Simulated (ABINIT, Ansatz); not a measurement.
## A GW run on BaTiO3 (P4mm) in ABINIT, with inputs changed

A base run on BaTiO3 (P4mm), then changed inputs.

Program: ABINIT 10.8.3. Level of theory: PBE and many-body steps on it, plane waves. Results are calculated unless marked as measured.

### Step 1. Starting point

It takes space group P4mm (No. 99, tetragonal). Conventional cell: a = 3.990 Å, b = 3.990 Å, c = 4.023 Å, α = 90.00°, β = 90.00°, γ = 90.00°. Nearest to Ba lie 12 O at 2.80 to 2.87 Å. Ti has 6 O at 1.84 to 2.18 Å nearest. Nearest to O lie 2 Ti at 1.84 to 2.18 Å and 4 Ba at 2.82 Å. Nearest to O lie 2 Ti at 2.00 Å and 4 Ba at 2.80 to 2.87 Å. Farther neighbours and most contacts between anions are not listed.

Coordinates:

```cif
data_structure
_symmetry_space_group_name_H-M 'P 1'
_symmetry_Int_Tables_number 1
_cell_length_a 3.9905
_cell_length_b 3.9905
_cell_length_c 4.0230
_cell_angle_alpha 90.000
_cell_angle_beta 90.000
_cell_angle_gamma 90.000
_cell_volume 64.06
loop_
_atom_site_label
_atom_site_type_symbol
_atom_site_fract_x
_atom_site_fract_y
_atom_site_fract_z
_atom_site_occupancy
Ba1 Ba 0.00000 0.00000 0.00000 1
Ti2 Ti 0.50000 0.50000 0.52200 1
O3 O 0.50000 0.50000 0.97900 1
O4 O 0.50000 0.00000 0.48800 1
O5 O 0.00000 0.50000 0.48800 1
```

The cell and positions come from the Crystallography Open Database and are kept as given unless a step says otherwise. Spin-orbit coupling is left out unless a step names it.

### Step 2. Screening, 4×4×4 mesh, 140 bands, screening to 141.5 eV

This step: ABINIT 10.8.3; RPA screening on PBE, plane waves, norm-conserving pseudopotentials.

The RPA dielectric matrix is built and inverted for each q.

File run.abi:

```
acell 3*1.0 Angstrom
rprim 
  3.990480000000 0.000000000000 0.000000000000
  0.000000000000 3.990480000000 0.000000000000
  0.000000000000 0.000000000000 4.023030000000
ntypat 3
znucl 56 22 8
natom 5
typat 1 2 3 3 3
xred 
  0.000000000000 0.000000000000 0.000000000000
  0.500000000000 0.500000000000 0.522000000000
  0.500000000000 0.500000000000 0.979000000000
  0.500000000000 0.000000000000 0.488000000000
  0.000000000000 0.500000000000 0.488000000000
pp_dirpath "pseudos"
pseudos "Ba.upf, Ti.upf, O.upf"
ecut 38
ngkpt 4 4 4
nshiftk 1
shiftk 0 0 0
kptopt 1
chksymbreak 0
istwfk *1
occopt 1
irdwfk 1
optdriver 3
nband 140
ecuteps 5.2
inclvkb 2
awtr 1
symchi 1
indata_prefix "in"
outdata_prefix "out"
tmpdata_prefix "tmp"
```

Started as:

```
$ OMP_NUM_THREADS=1 mpirun -n 4 abinit run.abi > log
```

The log of the run:

```text
.Version 10.8.3 of ABINIT. v10.8.2 released Aug 2026.

 Symmetries : space group P4 m m (# 99); Bravais tP (primitive tetrag.)
[... echo of the input left out ...]
== DATASET  1 ==================================================================
-   mpi_nproc: 4, omp_nthreads: 1 (-1 if OMP is not activated)

--- !DatasetInfo
iteration_state: {dtset: 1, }
dimensions: {natom: 5, nkpt: 18, mband: 140, nsppol: 1, nspinor: 1, nspden: 1, mpw: 4868, }
cutoff_energies: {ecut:  38.0, pawecutdg:  -1.0, }
electrons: {nelect:   4.00000000E+01, charge:   0.00000000E+00, occopt:   1.00000000E+00, tsmear:   1.00000000E-02, }

 SCREENING: Calculation of the susceptibility and dielectric matrices

 Based on a program developped by R.W. Godby, V. Olevano, G. Onida, and L. Reining.
 Incorporated in ABINIT by V. Olevano, G.-M. Rignanese, and M. Torrent.
.Using double precision arithmetic ; gwpc =  8

[... cell and pseudopotentials left out ...]
--------------------------------------------------------------------------------

 ==== K-mesh for the wavefunctions ====
 Number of points in the irreducible wedge :    18
[... list of points left out ...]
 Together with  8 symmetry operations and time-reversal symmetry
 yields    64 points in the full Brillouin Zone.

 ==== Q-mesh for the screening function ====
 Number of points in the irreducible wedge :    18
[... list of points left out ...]
 Together with  8 symmetry operations and time-reversal symmetry
 yields    64 points in the full Brillouin Zone.

 setmesh: FFT mesh size selected  =    30x   30x   30
          total number of points  =        27000

 vcoul_init : cutoff-mode = AUXILIARY_FUNCTION
 q-points for optical limit:   1
     1)      0.000010    0.000020    0.000030

- screening: taking advantage of time-reversal symmetry
- Maximum band index for partially occupied states nbvw = 20
- Remaining bands to be divided among processors   nbcw = 120
- Number of bands treated by each node ~30

 Number of electrons calculated from density =   40.0000; Expected =   40.0000
 average of density, n =  0.092525
 r_s =    1.3716
 omega_plasma =   29.3417 [eV]

 calculating chi0 at frequencies [eV] :
  1    0.000000E+00    0.000000E+00
  2    0.000000E+00    2.934172E+01

--------------------------------------------------------------------------------
  q-point number  1        q = ( 0.000000, 0.000000, 0.000000) [r.l.u.]
--------------------------------------------------------------------------------
[... chi0 elements left out ...]
 For q-point:  0.000010 0.000020 0.000030
  dielectric constant =   5.8014
  dielectric constant without local fields =   6.4321

  Average fulfillment of the sum rule on Im[epsilon] for q-point    1 :     68.46  [%]
[... wings left out ...]
  q-point number  2        q = ( 0.250000, 0.000000, 0.000000) [r.l.u.]
--------------------------------------------------------------------------------
[... chi0 elements left out ...]
  Average fulfillment of the sum rule on Im[epsilon] for q-point    2 :     79.20  [%]

 [... 16 further q-points ...]
```

Elapsed: 4.2 min, on 4 MPI ranks of Arm Neoverse V1, shared host; peak memory 2.1 GiB; 17 min of CPU time.

This step gave:

```
ε∞ with local fields, on this mesh, along the program's q direction : 5.801
the same without local fields                                       : 6.432
plasma frequency                                                    : 29.34 eV
plane waves in the screening matrix                                 : 251
```

Local fields lower ε∞ by 10 %. On a Γ-centred mesh this coarse the value itself is usually too large, while a short band sum pulls it down.

### Step 3. Base

The self-energy is evaluated for the states that the input lists, and the levels follow from it, in one-shot runs by the linearised quasiparticle equation.

This step: G0W0 on PBE, plane waves, norm-conserving pseudopotentials.

Edit run.abi of step 2 so:

```diff
@@ -26,8 +26,17 @@
 irdwfk 1
-optdriver 3
+optdriver 4
 nband 140
+gwcalctyp 0
+ecutsigx 38
+symsigma 1
+nkptgw 2
+kptgw 
+  0.5000000000 0.5000000000 0.5000000000
+  0.0000000000 0.0000000000 0.0000000000
+bdgw 
+  18 23
+  19 23
 ecuteps 5.2
-inclvkb 2
-awtr 1
-symchi 1
+irdscr 1
+ppmodel 1
 indata_prefix "in"
```

The log of the run:

```text
.Version 10.8.3 of ABINIT. v10.8.2 released Aug 2026.

 Symmetries : space group P4 m m (# 99); Bravais tP (primitive tetrag.)
[... echo of the input left out ...]
== DATASET  1 ==================================================================
-   mpi_nproc: 4, omp_nthreads: 1 (-1 if OMP is not activated)

--- !DatasetInfo
iteration_state: {dtset: 1, }
dimensions: {natom: 5, nkpt: 18, mband: 140, nsppol: 1, nspinor: 1, nspden: 1, mpw: 4868, }
cutoff_energies: {ecut:  38.0, pawecutdg:  -1.0, }
electrons: {nelect:   4.00000000E+01, charge:   0.00000000E+00, occopt:   1.00000000E+00, tsmear:   1.00000000E-02, }

 SIGMA: Calculation of the GW corrections

 Based on a program developped by R.W. Godby, V. Olevano, G. Onida, and L. Reining.
 Incorporated in ABINIT by V. Olevano, G.-M. Rignanese, and M. Torrent.
.Using double precision arithmetic ; gwpc =  8

[... cell and pseudopotentials left out ...]
--------------------------------------------------------------------------------

 ==== K-mesh for the wavefunctions ====
 Number of points in the irreducible wedge :    18
[... list of points left out ...]
 Together with  8 symmetry operations and time-reversal symmetry
 yields    64 points in the full Brillouin Zone.

 ==== Q-mesh for screening function ====
 Number of points in the irreducible wedge :    18
[... list of points left out ...]
 Together with  8 symmetry operations and time-reversal symmetry
 yields    64 points in the full Brillouin Zone.

 vcoul_init : cutoff-mode = AUXILIARY_FUNCTION
 q-points for optical limit:   1
     1)      0.000010    0.000020    0.000030
 setmesh: FFT mesh size selected  =    45x   45x   45
          total number of points  =        91125

 Number of electrons calculated from density =   40.0000; Expected =   40.0000
 average of density, n =  0.092525
 r_s =    1.3716
 omega_plasma =   29.3417 [eV]

 === KS Band Gaps ===
  >>>> For spin  1
   Minimum direct gap =   2.2217 [eV], located at k-point      :   0.0000  0.0000  0.0000
   Fundamental gap    =   1.8512 [eV], Top of valence bands at :   0.5000  0.5000  0.5000
                                       Bottom of conduction at :   0.0000  0.0000  0.0000
 SIGMA fundamental parameters:
 PLASMON POLE MODEL  1
 number of plane-waves for SigmaX                 4865
 number of plane-waves for SigmaC and W            251
 number of plane-waves for wavefunctions          4865
 number of bands                                   140
 number of independent spin polarizations            1
 number of spinorial components                      1
 number of k-points in IBZ                          18
 number of q-points in IBZ                          18
 number of symmetry operations                       8
 number of k-points in BZ                           64
 number of q-points in BZ                           64
 number of frequencies for dSigma/dE                 9
 frequency step for dSigma/dE [eV]                0.25
 number of omega for Sigma on real axis              0
 max omega for Sigma on real axis  [eV]           0.00
 zcut for avoiding poles [eV]                     0.10

 EPSILON^-1 parameters (SCR file):
 dimension of the eps^-1 matrix on file            251
 dimension of the eps^-1 matrix used               251
 number of plane-waves for wavefunctions          4865
 number of bands                                   140
 number of q-points in IBZ                          18
 number of frequencies                               2
 number of real frequencies                          1
 number of imag frequencies                          1

 matrix elements of self-energy operator (all in [eV])

 Perturbative Calculation

--- !SelfEnergy_ee
iteration_state: {dtset: 1, }
kpoint     : [   0.500,    0.500,    0.500, ]
spin       : 1
KS_gap     :    4.248
QP_gap     :    6.080
Delta_QP_KS:    1.832
data: !SigmaeeData |
     Band     E0 <VxcDFT>   SigX SigC(E0)      Z dSigC/dE  Sig(E)    E-E0       E
       18   6.542 -19.963 -24.993   4.955   0.766  -0.306 -20.021  -0.057   6.484
       19   6.542 -19.963 -24.993   4.955   0.766  -0.306 -20.021  -0.057   6.484
       20   6.718 -20.008 -25.051   5.008   0.764  -0.309 -20.034  -0.027   6.691
       21  10.965 -21.853 -13.090  -6.336   0.744  -0.344 -20.048   1.805  12.771
       22  10.977 -21.854 -13.211  -6.171   0.743  -0.345 -20.017   1.837  12.815
       23  10.977 -21.854 -13.211  -6.171   0.743  -0.345 -20.017   1.837  12.815

--- !SelfEnergy_ee
iteration_state: {dtset: 1, }
kpoint     : [   0.000,    0.000,    0.000, ]
spin       : 1
KS_gap     :    2.222
QP_gap     :    3.741
Delta_QP_KS:    1.519
data: !SigmaeeData |
     Band     E0 <VxcDFT>   SigX SigC(E0)      Z dSigC/dE  Sig(E)    E-E0       E
       19   6.347 -20.006 -24.534   4.475   0.771  -0.298 -20.047  -0.042   6.306
       20   6.347 -20.006 -24.534   4.475   0.771  -0.298 -20.047  -0.042   6.306
       21   8.569 -18.775 -11.365  -5.517   0.781  -0.281 -17.297   1.477  10.046
       22   8.936 -19.060 -12.059  -5.074   0.779  -0.284 -17.559   1.502  10.438
       23   8.936 -19.060 -12.059  -5.074   0.779  -0.284 -17.559   1.502  10.438

== END DATASET(S) ==============================================================
================================================================================

 -outvars: echo values of variables after computation  --------
           etotal      0.0000000000E+00
            nband         140
             nkpt          18
          spgroup          99
 [... the other variables as echoed above ...]

 Calculation completed.
```

The job ended after 28 s (4 MPI ranks; peak memory 1.8 GiB; 1.8 min of CPU time).

Numbers from this step:

| Quantity | Value |
| --- | --- |
| G0W0 gap on the points computed | 3.355 eV |
| starting gap on the mesh | 1.851 eV |
| k of the valence top | 0.5, 0.5, 0.5 |
| k of the conduction bottom | 0, 0, 0 |
| Z at the valence top | 0.764 |
| Z at the conduction bottom | 0.781 |
| least direct G0W0 gap on the computed points | 3.740 eV |

The gap on the mesh goes from 1.85 eV to 3.35 eV, a correction of +1.50 eV.

(Part 1 of 2 ends here.)

[Paths, hosts, dates, memory and timing lines, banners, echoed tables and standing remarks are left out of the program output.]

[Logs are printed without paths, hosts, clocks, repeated set-up lines and the standing remarks that a program may print on its own settings, such as how far it seeks lower states.]

[Runs of the session that timed out or met a known fault of the program may be left out.]

[Hosts, paths, dates, database ids (printed as entryN), source tags and the programs' standing remarks are cut or masked in the printed files.]

[G0W0 gaps are taken among the corrected bands and points alone; a level outside them can change the order at an edge.]

[Where Ansatz stands beside ABINIT at settings called matched, ABINIT's density can come from a denser mesh and the files from another edition; pairs whose starting gaps differed by over 0.03 eV were left out, so agreement reads better than it is.]
